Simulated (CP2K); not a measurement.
The O K edge of carboxyacetonitrile was computed by TDDFT (CP2K XAS_TDP, aug-cc-pVDZ, TDA) at these levels: BHandHLYP, PBEh(45%) and PBEh(45%) + GW2X. The first three lines of O5 (bonded to C) with a strength over 0.0015, energy in eV and strength:

```
run           first          second           third
  1  532.43 (0.041)  536.46 (0.002)  537.25 (0.003)
  2  527.43 (0.041)  531.46 (0.002)  532.25 (0.003)
  3  529.98 (0.043)  534.09 (0.002)  535.02 (0.004)
```

Which run is which?

Run 1: PBEh(45%) + GW2X (45 % exact exchange). Run 2: PBEh(45%) (45 % exact exchange). Run 3: BHandHLYP (50 % exact exchange). Self-interaction lifts the core level, so the uncorrected lines rise with the share of exact exchange. The GW2X run keeps the spacings of its parent: 4.03 eV between the first two lines in run 1, 4.03 eV in run 2. Its shift is +5.00 eV, since the Kohn–Sham level at this share of exchange lies that far above the quasiparticle level.

[Banner, clock and machine lines of the logs are left out without a mark of their own.]

[Logs are printed without paths, hosts, clocks, repeated set-up lines and the standing remarks that a program may print on its own settings, such as how far it seeks lower states.]

[Hosts, paths, dates, database ids (printed as entryN), source tags and the programs' standing remarks are cut or masked in the printed files.]
